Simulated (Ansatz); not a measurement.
**Electron–phonon scattering in Nb(110) film of 5 layers**

Aim: how strongly do electrons couple to phonons in Nb(110) film of 5 layers, and what resistivity does that give?

Method: DFT PBE, scalar-relativistic, plane waves, PAW; PAW set soft_1, in Ansatz 0.2.0.

Report form: the programs' logs are mostly left out.

In doubt: the program doubts the meshes or the phonons of the coupling sums (step 6), which bears on λ, Tc and transport values.

**1. The structure**

The cell holds 5 atoms: 5 Nb. Its edges and angles: a = 2.858 Å, b = 2.858 Å, c = 20.334 Å, α = 90.0°, β = 90.0°, γ = 70.5°. It derives from Nb. Vacuum lies along c.

**2. Relaxing cell and atoms**

Lattice constant and positions set the bands and the force constants, so the cell is relaxed first.

Input file input.yaml:

```yaml
crystal:
  lattice:
    - [1.65, 2.33345, 0.0]
    - [-1.65, 2.33345, 0.0]
    - [0.0, 0.0, 20.33381]
  atoms:
    - { symbol: Nb, position: [0.0, 0.0, 0.27048547] }
    - { symbol: Nb, position: [0.5, 0.5, 0.38524273] }
    - { symbol: Nb, position: [0.0, 0.0, 0.5] }
    - { symbol: Nb, position: [0.5, 0.5, 0.61475727] }
    - { symbol: Nb, position: [0.0, 0.0, 0.72951453] }
  periodic: [true, true, false]
kpoints:
  mp_grid: { grid: [10, 10, 1] }
hamiltonian:
  xc: pbe
  pseudopotentials: { kind: paw, azcp: { folder: soft_1 } }
scf:
  occupations: { method: gaussian, width: 0.1 }
output:
  forces: true
  stress: true
  eigenvalues: true
  write_density: true
  write_potential: true
  elf: true
  volumetric_format: npy
relax:
  adjacent_minimum: "off"
  f_tol: 0.005
  max_steps: 80
  cell: { stress_2d_tol: 0.02 }
```

Command:

```bash
$ ansatz run input.yaml --threads 8 --pin off --max-ram 20480MiB --backend cpu --events-out ev --progress --plain --runs-dir out
```

Wall time 52 s (8 threads of Arm Neoverse V2, shared host); peak memory 1.1 GiB.

The steps of the relaxation:

```csv
step,energy less that of the first step (eV),largest force component (eV/Å),volume (Å³)
1,0.0000,0.3622,327.02
2,0.1042,0.8836,306.86
3,-0.0695,0.0400,318.24
4,-0.0864,0.1178,315.38
5,-0.0943,0.0966,308.94
6,-0.0999,0.0432,309.83
7,-0.1010,0.0170,309.94
8,-0.1009,0.0226,309.78
9,-0.1012,0.0005,309.59
10,-0.1012,0.0001,309.68
11*,-0.1006,0.0001,309.68
```

Relaxation steps marked * repeat the geometry before them on a plane-wave basis chosen anew for their cell, so energy and pressure can jump there. Relaxation steps 2, 8 were tried and not accepted.

Forces are held to the 8 operations that the run works with; a distortion that breaks them can't arise in this run.

```csv
cell as run,before,after,change
a (Å),2.858,2.771,-3.0 %
b (Å),2.858,2.771,-3.0 %
γ (°),70.53,71.72,+1.7 %
```

The atoms that moved most (Å, along periodic axes as changes of fractional coordinates times the final cell, across vacuum about the mean position):

```csv
atom,dx,dy,dz,length
Nb1,0.000,0.000,-0.152,0.152
Nb5,0.000,0.000,0.152,0.152
Nb4,0.000,0.000,0.114,0.114
Nb2,0.000,0.000,-0.114,0.114
```

This step gave:

- metallic on mesh: yes
- gap on the k-mesh: 0 eV

Valence density in the ca plane at fractional y = 0.000, with atoms of Nb within 0.2 Å of it. It is the smooth field of the valence electrons, not physical close to the nuclei.

Ten even steps from '0' (0.0 e/Å³) to '9' (5.0 e/Å³), each cell a mean:
```
00389830000000027994100000002799510000000000
00146410000000014651000000001365200000000000
00011100000000001110000000000111000000000000
00000000000000000000000000000000000000000000
00001000000000000100000000000010000000000000
00124210000000002431000000000233100000000000
00279720000000026973000000001588300000000000
00499941000000038995100000002899610000000000
```
Columns run along c (16.0 Å, from fractional 0.09 to 0.47 of the cell), rows up along a (2.8 Å). Atoms in or near the plane, at fractional coordinates: Nb at (0.13, 0.00), Nb at (0.24, 0.00), Nb at (0.35, 0.00).

ELF in the ca plane at fractional y = 0.000, with atoms of Nb within 0.2 Å of it. It is the smooth field of the valence electrons, not physical close to the nuclei.

Ten even steps from '0' (0.00) to '9' (0.75), each cell a mean:
```
02886873564455369688345445635967941000000000
11589843553345347985245334543799621111000000
22245434543345434543454334553355322221000000
44333346543345643334664333565333344431000000
33334335543345533333564333554343333321000000
11378633543345336873355334543587421111000000
12798963554455359897345435635889831110000000
03972783564455378369345545636935951000000000
```
Columns run along c (16.0 Å, from fractional 0.09 to 0.47 of the cell), rows up along a (2.8 Å). Atoms in or near the plane, at fractional coordinates: Nb at (0.13, 0.00), Nb at (0.24, 0.00), Nb at (0.35, 0.00).

Electrostatic potential energy in the ca plane at fractional y = 0.000, with atoms of Nb within 0.2 Å of it. With pseudopotentials it is smooth inside the atoms' cores, unlike the true potential.

Ten even steps from '0' (-72 eV) to '9' (0 eV), each cell a mean:
```
98410048999999851004799999985100379999999999
98632368999999974236899999997423589999999999
99876789999999987678999989998767899999999999
99988899998899998889999889999988999999999999
99888899998899998888999989999888899999999999
99754579999999985457899999998644789999999999
98520158999999862015899999986201479999999999
97400048999999840003799999985100278999999999
```
Columns run along c (16.0 Å, from fractional 0.09 to 0.47 of the cell; values clipped at the 3rd and 97th percentile), rows up along a (2.8 Å). Atoms in or near the plane, at fractional coordinates: Nb at (0.13, 0.00), Nb at (0.24, 0.00), Nb at (0.35, 0.00).

The relaxation ends with a largest force component of 6.4e-5 eV/Å.

**3. Tight relaxation**

No force is left; the cell is relaxed once more with another smearing and tight thresholds.

Input file input.yaml:

```yaml
crystal:
  lattice:
    - [1.6234159135, 2.2458923755, 0.0]
    - [-1.6234159135, 2.2458923755, 0.0]
    - [0.0, 0.0, 42.467619381]
  atoms:
    - { symbol: Nb, position: [0.0, 0.0, 0.1259349717] }
    - { symbol: Nb, position: [0.5, 0.5, 0.1817667772] }
    - { symbol: Nb, position: [0.0, 0.0, 0.2394036951] }
    - { symbol: Nb, position: [0.5, 0.5, 0.2970406129] }
    - { symbol: Nb, position: [0.0, 0.0, 0.3528724184] }
  periodic: [true, true, false]
kpoints:
  mp_grid: { grid: [12, 12, 1] }
hamiltonian:
  xc: pbe
  pseudopotentials: { kind: paw, azcp: { folder: soft_1 } }
scf:
  occupations: { method: methfessel_paxton, width: 0.2 }
output:
  forces: true
  stress: true
  eigenvalues: true
relax:
  adjacent_minimum: "off"
  f_tol: 0.001
  max_steps: 60
  cell: { stress_2d_tol: 0.002 }
```

Run time: 50 s. Hardware: 8 threads; peak memory 1.2 GiB.

Relaxation path:

```csv
step,energy less that of the first step (eV),largest force component (eV/Å),volume (Å³)
1,0.0000,0.0500,309.68
2,0.0037,0.1516,310.01
3,-0.0056,0.0062,310.55
4,-0.0029,0.0204,310.17
5,-0.0060,0.0012,310.19
6,-0.0060,0.0001,310.10
7,-0.0060,0.0000,310.08
8,-0.0061,0.0000,310.08
```

The log counts 1 steps on a newly chosen plane-wave basis, not all of them marked here; energy and pressure can jump at such steps. Relaxation steps 2, 4 were tried and not accepted.

```csv
cell as run,before,after,change
a (Å),2.771,2.765,-0.2 %
b (Å),2.771,2.765,-0.2 %
γ (°),71.72,72.74,+1.4 %
```

The atoms that moved most (Å, along periodic axes as changes of fractional coordinates times the final cell, across vacuum about the mean position):

```csv
atom,dx,dy,dz,length
Nb1,0.000,0.000,0.022,0.022
Nb5,0.000,0.000,-0.022,0.022
Nb2,0.000,0.000,0.010,0.010
Nb4,0.000,0.000,-0.010,0.010
```

The relaxed structure:

```xyz
5
Lattice="1.6397 2.2266 0.0000 -1.6397 2.2266 0.0000 0.0000 0.0000 42.4676" Properties=species:S:1:pos:R:3
Nb    0.0000    0.0000    5.3698
Nb    0.0000    2.2266    7.7287
Nb    0.0000    0.0000   10.1669
Nb    0.0000    2.2266   12.6051
Nb    0.0000    0.0000   14.9640
```

The relaxation ends with a largest force component of 1.7e-5 eV/Å.

**4. Lattice stability: q 2×2×1, k 6×6×1**

Couplings are defined for a stable lattice alone, so phonons come first.

Input file input.yaml:

```yaml
crystal:
  lattice:
    - [1.6396544512, 2.226572339, 0.0]
    - [-1.6396544512, 2.226572339, 0.0]
    - [0.0, 0.0, 42.467619381]
  atoms:
    - { symbol: Nb, position: [0.0, 0.0, 0.126444673] }
    - { symbol: Nb, position: [0.5, 0.5, 0.1819904921] }
    - { symbol: Nb, position: [0.0, 0.0, 0.2394036951] }
    - { symbol: Nb, position: [0.5, 0.5, 0.296816898] }
    - { symbol: Nb, position: [0.0, 0.0, 0.3523627171] }
  periodic: [true, true, false]
kpoints:
  mp_grid: { grid: [6, 6, 1] }
hamiltonian:
  xc: pbe
  pseudopotentials: { kind: paw, azcp: { folder: soft_1 } }
scf:
  occupations: { method: methfessel_paxton, width: 0.2 }
output:
  eigenvalues: true
phonons:
  method: dfpt
  qmesh: [2, 2, 1]
  temperatures: { t_max: 1000, t_step: 50 }
  qpath:
    path: [[0.0, 0.0, 0.0], [0.5, 0.5, 0.0], [0.61442767, 0.38557233, 0.0]]
    npoints: 10
```

Wall time 3.3 min (8 threads); peak memory 1.7 GiB; 24 min of CPU time.

This step gave:

```yaml
zero_point_energy: 0.1464 eV/cell
share_of_imaginary_modes_in_the_plain_interpolation_between_solved_wavevectors: 0
highest_frequency_solved_or_plainly_interpolated: 258.2 cm⁻¹
```

Solved on the 2×2×1 mesh alone; all other wavevectors are interpolated. Phonon branches along the path, in cm⁻¹:

```csv
point,branch 1,branch 2,branch 3,branch 4,branch 12,branch 13,branch 14,branch 15
Γ,0,0,0,32,143,146,160,173
halfway,89,104,126,137,189,198,203,210
Y,124,131,161,173,231,237,240,258
halfway,124,131,160,173,226,235,237,255
C0,123,132,155,172,212,229,230,244
```

Among the solved wavevectors the lowest mode, translations apart, is 31.8 cm⁻¹, so these are real on this k mesh.

**5. Coupling and resistivity: q 2×2×1, k 6×6×1, scattering 12×12×1**

The cheapest meshes give a first estimate and the cost of a run.

Changes to input.yaml since step 4:

```diff
@@ -28 +28,5 @@
     npoints: 10
+  electrical_resistivity:
+    mesh: [12, 12, 1]
+    temperatures: [20.0, 50.0, 77.0, 100.0, 150.0, 200.0, 300.0, 400.0, 600.0, 800.0]
+  electron_occupations: "off"
```

It took 3.8 min on 8 threads; peak memory 2.9 GiB; 27 min of CPU time.

This step gave:

| Item | Value |
| --- | --- |
| cell height | 42.47 Å |
| sheet resistance 300K | 117.6 Ω/square, mean in the plane |
| resistivity at 300 K | 49.96 μΩ cm, mean of the axes, of the whole cell with its vacuum |
| coupling constant λ | 0.7337 |
| density of states at the Fermi level | 3.401 states/eV a spin and cell |
| log mean phonon energy ħω_log | 17.93 meV |
| transport coupling constant λ_tr | 0.7017, 0.7369, 0 (xx, yy, zz) |
| Drude plasma energy | 4.477, 3.704, 0 eV (xx, yy, zz), of the whole cell with its vacuum |
| second-moment phonon energy ħω₂ | 19.42 meV, from the broadened α²F curve |

The Eliashberg function α²F has structure finer than the step of the table below, so its rows give means over 1 meV, whole bins alone (the curve runs from 0.125 to 31.9 meV). Peaks (meV: height): α²F 15.4: 0.607, 16.4: 0.580, 19.9: 0.648, 20.9: 0.636; α²F tr 15.4: 0.577, 16.4: 0.537, 20.9: 0.694.

Eliashberg function α²F against phonon energy; means over each step:

```csv
phonon energy (meV),α²F,α²F tr
1,5.6e-5,1.2e-5
2,4.3e-4,2.2e-4
3,0.00140,5.9e-4
4,0.00366,0.00174
5,0.00802,0.00406
6,0.0139,0.00825
7,0.0197,0.0138
8,0.0278,0.0210
9,0.0464,0.0330
10,0.0578,0.0466
11,0.0738,0.0642
12,0.0996,0.0925
13,0.131,0.128
14,0.206,0.201
15,0.441,0.431
16,0.479,0.453
17,0.459,0.433
18,0.424,0.421
19,0.549,0.537
20,0.585,0.564
21,0.592,0.617
22,0.466,0.483
23,0.454,0.488
24,0.431,0.438
25,0.421,0.429
26,0.307,0.310
27,0.213,0.236
28,0.185,0.219
29,0.109,0.125
30,0.0383,0.0465
31,0.0292,0.0369
```

Of the whole cell with its vacuum, so only the sheet resistance is a property of the layer; the means are those of the plane. Resistivity, by row:

```csv
T (K),ρ_xx (μΩ cm),ρ_yy,ρ_zz,"ρ by Ziman's lowest order, mean","ρ by relaxation times, mean",within 2 % of the coarser mesh
20,0.0259,0.03969,-,0.06098,0.0419,no
50,1.468,2.156,-,2.509,1.884,no
77,5.133,7.622,-,7.568,6.564,no
100,8.934,13.38,-,12.51,11.45,no
150,17.21,25.98,-,23.28,22.08,no
200,25.06,37.87,-,33.58,32.12,no
300,39.85,60.07,-,53.2,50.92,no
400,54.03,81.1,-,72.21,68.81,no
600,81.66,121.2,-,109.6,103.2,no
800,108.9,159.2,-,146.5,136.4,no
```

By its own test the run is not converged in the mesh. λ = 0.734 and 118 Ω per square at 300 K. The run's own test puts 13 % between its two finest meshes on the component of the resistivity at 300 K that moves most, so it is not converged. By the run's own test λ moves by 14 % between its two finest scattering meshes.

**6. Coupling and resistivity: q 3×3×1, k 9×9×1, scattering 12×12×1**

The next rung changes the q mesh, which sets the reach of the force constants and couplings; the k mesh of the density and its response; the phonon self-energy between the q points, now taken in.

Changes to input.yaml since step 5:

```diff
@@ -13,3 +13,3 @@
 kpoints:
-  mp_grid: { grid: [6, 6, 1] }
+  mp_grid: { grid: [9, 9, 1] }
 hamiltonian:
@@ -23,3 +23,3 @@
   method: dfpt
-  qmesh: [2, 2, 1]
+  qmesh: [3, 3, 1]
   temperatures: { t_max: 1000, t_step: 50 }
@@ -31,2 +31 @@
     temperatures: [20.0, 50.0, 77.0, 100.0, 150.0, 200.0, 300.0, 400.0, 600.0, 800.0]
-  electron_occupations: "off"
```

Wall time 14 min (8 threads); peak memory 4.5 GiB.

Numbers from this step:

| Property | Result |
| --- | --- |
| zero point energy | 0.1370 eV/cell |
| share of imaginary modes in the plain interpolation between solved wavevectors | 3.00e-4 |
| highest frequency, solved or plainly interpolated | 236.4 cm⁻¹ |
| sheet resistance 300K | 168.4 Ω/square, mean in the plane |
| resistivity at 300 K | 71.51 μΩ cm, mean of the axes, of the whole cell with its vacuum |
| coupling constant λ | 1.019 |
| density of states at the Fermi level | 3.365 states/eV a spin and cell |
| log mean phonon energy ħω_log | 13.66 meV |
| transport coupling constant λ_tr | 0.9833, 1.015, 0 (xx, yy, zz) |
| Drude plasma energy | 4.436, 3.675, 0 eV (xx, yy, zz), of the whole cell with its vacuum |
| second-moment phonon energy ħω₂ | 16.39 meV, from the broadened α²F curve |

Solved on the 3×3×1 mesh alone; all other wavevectors are interpolated. The phonon branches at the labelled points (cm⁻¹):

```csv
point,branch 1,branch 2,branch 3,branch 4,branch 12,branch 13,branch 14,branch 15
Γ,0,0,0,30,131,153,178,210
halfway,89,98,100,113,201,205,213,222
Y,122,130,137,145,214,218,219,236
halfway,122,129,136,142,214,216,216,231
C0,120,128,133,136,202,206,215,218
```

The Eliashberg function α²F has structure finer than the step of the table below, so its rows give means over 1 meV, whole bins alone (the curve runs from 0.118 to 30.0 meV). Peaks (meV: height): α²F 14.5: 0.702, 17.3: 0.773, 22.7: 0.412, 24.8: 0.458; α²F tr 14.5: 0.756, 17.3: 0.849, 22.0: 0.405, 24.8: 0.416.

Eliashberg function α²F against phonon energy; means over each step:

```csv
phonon energy (meV),α²F,α²F tr
1,8.5e-4,3.4e-4
2,0.00621,0.00298
3,0.0203,0.0122
4,0.0417,0.0286
5,0.0665,0.0504
6,0.0852,0.0697
7,0.105,0.0922
8,0.132,0.123
9,0.150,0.140
10,0.184,0.179
11,0.217,0.213
12,0.250,0.245
13,0.327,0.344
14,0.518,0.564
15,0.638,0.689
16,0.628,0.657
17,0.684,0.701
18,0.511,0.514
19,0.434,0.450
20,0.381,0.380
21,0.321,0.315
22,0.355,0.347
23,0.378,0.365
24,0.331,0.315
25,0.393,0.375
26,0.226,0.223
27,0.149,0.150
28,0.142,0.149
29,0.0813,0.0830
```

Of the whole cell with its vacuum, so only the sheet resistance is a property of the layer; the means are those of the plane. Resistivity, by row:

```csv
T (K),ρ_xx (μΩ cm),ρ_yy,ρ_zz,"ρ by Ziman's lowest order, mean","ρ by relaxation times, mean",within 2 % of the coarser mesh
20,0.197,0.2442,-,0.3771,0.2458,no
50,3.601,4.957,-,5.382,4.323,no
77,9.439,13.47,-,13.09,11.53,no
100,14.87,21.51,-,20.12,18.31,no
150,26.4,38.55,-,35.08,32.69,no
200,37.35,54.65,-,49.35,46.3,no
300,58.15,84.87,-,76.56,71.94,no
400,78.23,113.5,-,102.9,96.39,no
600,117.5,167.9,-,154.3,143.4,no
800,156.2,219.2,-,204.6,188.5,no
```

The cell's resistivity over its height. Table of sheet resistance by temperature; values in Ω/square:

```csv
temperature (K),along x,along y
20,0.464,0.575
50,8.48,11.7
77,22.2,31.7
100,35.0,50.6
150,62.1,90.8
200,87.9,129
300,137,200
400,184,267
600,277,395
800,368,516
```

Some points of the scattering mesh along the symmetry lines, up to three branches each (those of largest λ), at most 39 rows; the frequencies are those of the scattering step, which can differ from the solved and plainly interpolated ones; single rows converge slowly. Mode couplings:

```csv
q1,q2,q3,branch,ħω (meV),λ_q,half width (meV)
0.0833,0.0833,0,1,2.53,0.357,0.0242
0.0833,0.0833,0,3,3.96,0.424,0.0704
0.0833,0.0833,0,4,4.37,0.128,0.0258
0.1667,0.1667,0,1,5.18,0.702,0.199
0.1667,0.1667,0,2,5.21,0.252,0.0723
0.1667,0.1667,0,5,8.85,0.15,0.124
0.3333,0.3333,0,1,14.61,0.21,0.474
0.3333,0.3333,0,6,17.23,0.13,0.408
0.3333,0.3333,0,9,21.58,0.118,0.583
0.4167,0.4167,0,1,16.47,0.13,0.374
0.4167,0.4167,0,2,17.16,0.0942,0.293
0.4167,0.4167,0,8,22.17,0.21,1.09
0.5,0.5,0,1,16.23,0.197,0.548
0.5,0.5,0,2,17.47,0.108,0.349
0.5,0.5,0,7,23.19,0.211,1.2
```

Largest shares of lambda; single rows converge slowly. Strongest modes:

```csv
q1,q2,q3,star,branch,ħω (meV),λ_q,half width (meV)
0.1667,0.25,0,4,1,7.073,0.3846,0.2034
0.1667,0.1667,0,2,1,5.184,0.7021,0.1995
0.08333,0.1667,0,4,1,4.826,0.3057,0.07527
0,0.08333,0,4,3,4.028,0.2941,0.05043
0.08333,-0.1667,0,4,2,5.486,0.2899,0.09225
0.08333,0.25,0,4,2,7.859,0.2526,0.165
0.1667,0.3333,0,4,1,10.4,0.2513,0.2874
0,0.08333,0,4,2,2.704,0.2454,0.01897
```

300 K. Cumulative share of the conductivity, along x against mean free path:

```csv
mean free path (nm),"cumulative share of the conductivity, along x"
0.398,0.00337
0.447,0.00388
0.501,0.00419
0.562,0.00482
0.631,0.00771
0.708,0.0204
0.794,0.0261
0.891,0.0333
1,0.0426
1.12,0.0514
1.26,0.0635
1.41,0.103
1.58,0.146
1.78,0.216
2.00,0.326
2.24,0.418
2.51,0.494
2.82,0.590
3.16,0.670
3.55,0.732
3.98,0.79
4.47,0.938
5.01,0.998
```

Resistivity by mesh:

```csv
mesh,T (K),mean rho (μΩ cm)
12x12x1,20,0.2206
12x12x1,300,71.51
12x12x1,800,187.7
6x6x1,20,0.133
6x6x1,300,65.1
6x6x1,800,177.9
3x3x1,20,0.07672
3x3x1,300,80.23
3x3x1,800,217
```

Harmonic. Thermo, by row:

```csv
T (K),F_vib (meV/atom),S (J/mol-atom/K),C_V (J/mol-atom/K)
0,27.41,0,0
50,26.89,3.441,7.752
100,22.86,12.19,17.23
150,14.45,19.99,20.95
200,2.41,26.27,22.56
250,-12.57,31.39,23.37
300,-29.98,35.7,23.83
350,-49.47,39.4,24.11
400,-70.74,42.63,24.3
450,-93.58,45.5,24.43
500,-117.8,48.08,24.52
550,-143.4,50.42,24.59
600,-170.1,52.56,24.65
650,-197.8,54.53,24.69
700,-226.6,56.37,24.72
750,-256.2,58.07,24.75
800,-286.7,59.67,24.77
850,-318,61.17,24.79
900,-350.1,62.59,24.8
950,-382.9,63.93,24.82
1000,-416.4,65.2,24.83
```

The program warns of modes at or below zero frequency in the interpolation and leaves them out of its thermodynamic sums. By its own test the run is not converged in the mesh. λ = 1.02 and 168 Ω per square at 300 K, against 0.734 and 118 in the run with q 2×2×1, k 6×6×1, scattering 12×12×1 (+38.9 % and +43.2 %). N(E_F) moves by -1.1 % and the coupling-weighted phonon energy by -15.6 %; λ goes as N/ω², which would give +38.9 % if the matrix elements stayed. The run's own test puts 15 % between its two finest meshes on the component of the resistivity at 300 K that moves most. By the run's own test λ moves by 16 % between its two finest scattering meshes.

**7. Results**

```yaml
run: PBE, q 3×3×1, k 9×9×1, scattering 12×12×1
coupling_constant_lambda: 1.02
log_mean_phonon_energy_omega_log: 13.7 meV
states_at_the_fermi_level: 3.37 states/eV/spin/cell
sheet_resistance_at_300_k: 168 Ω per square
change_between_its_two_finest_scattering_meshes: λ 16 %, resistivity at 300 K 15 %
time_of_that_run: 14 min
```

**Reading.** On the last rung that gave a resistivity at the base settings (q 3×3×1, k 9×9×1, scattering 12×12×1), Nb(110) film of 5 layers has λ = 1.0 and a phonon-limited sheet resistance of 168 Ω per square at 300 K. The coupling constant from the curve is λ = 1.0; modes below 15.4 meV give half. The coupling is strong (λ = 1.0), so phonons raise the electrons' mass at the Fermi surface by about 102 %, if this value holds on finer meshes. By the run's own test λ moves by 16 % between the two scattering meshes. Values of ρ(T) under 50 K rest on the softest modes, mostly interpolated ones, and are the least sure of the table. The high-temperature form ρ = 2π k_B T λ_tr/(ħ ε₀ ω_p²) gives 60.3 μΩ cm along x at 300 K, against 58.1 from the Boltzmann equation. Conduction is anisotropic: the resistivity differs by a factor of 1.5 between the axes. The three lowest branches give 39 % of λ. By the run's own test, which takes the component that moves most, the resistivity at 300 K moves by 15 % between its two finest scattering meshes, so it is not converged. In the run quoted no mode is imaginary at the wavevectors of the 3×3×1 mesh; wavevectors off that mesh are interpolated. Only scattering by harmonic phonons counts; impurities, grain boundaries and thermal expansion are left out. The resistivity belongs to the whole cell, vacuum included; the sheet resistance is the quantity that does not depend on the vacuum. The c of the given cell is the typed one; the program laid its own vacuum and ran the layer in a cell 42.5 Å high. The structure was built by hand as an ordered model, and its stability against other phases was not tested.

[Logs are printed without paths, hosts, clocks, repeated set-up lines and the standing remarks that a program may print on its own settings, such as how far it seeks lower states.]

[Hosts, paths, dates, database ids (printed as entryN), source tags and the programs' standing remarks are cut or masked in the printed files.]
